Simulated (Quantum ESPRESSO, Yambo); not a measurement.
Planning a run of Yambo 5.3.0 on CdF2 (Fm-3m). The input:

```
optics
bss
bse
em1s
dipoles
rim_cut
RandQpts= 1000000
RandGvec= 1 RL
Chimod= "HARTREE"
BSKmod= "SEX"
BSEmod= "coupling"
BSSmod= "d"
BSENGexx= 30 Ry
BSENGBlk= 6 Ry
% BSEQptR
 1 | 1 |
%
% BSEBands
 13 | 19 |
%
% BEnRange
 0 | 10 | eV
%
% BDmRange
 0.1 | 0.1 | eV
%
BEnSteps= 101
% BLongDir
 1 | 0 | 0 |
%
% BndsRnXs
 1 | 92 |
%
NGsBlkXs= 6 Ry
% LongDrXs
 1 | 1 | 1 |
%
% KfnQP_E
 2.524 | 1.0 | 1.0 |
%
WRbsWF
```

```sh
OMP_NUM_THREADS=1 mpirun -n 4 yambo -F bse5.in -J bse5,bse3_W -C bse5 > bse5.log
```

The stored states that it reads are on a 6×6×6 mesh. It takes space group Fm-3m (No. 225, cubic). The conventional cell has a = 5.388 Å, b = 5.388 Å, c = 5.388 Å, α = 90.00°, β = 90.00°, γ = 90.00°. Nearest to Cd lie 8 F at 2.33 Å. Nearest to F lie 4 Cd at 2.33 Å. Farther neighbours and most contacts between anions are not listed.

Q: Estimate wall time and host memory on 4 MPI ranks of Arm Neoverse V1, shared host.

It took 7.2 min; on shared hardware allow 3.6 min to 14 min. Peak host memory was 5.6 GiB.

The kernel grows as the square of the matrix size, and full diagonalisation as its cube.

[Paths, hosts, dates, memory and timing lines, banners, echoed tables and standing remarks are left out of the program output.]

[Logs are printed without paths, hosts, clocks, repeated set-up lines and the standing remarks that a program may print on its own settings, such as how far it seeks lower states.]

[Runs of the session that timed out or met a known fault of the program may be left out.]

[Hosts, paths, dates, database ids (printed as entryN), source tags and the programs' standing remarks are cut or masked in the printed files.]
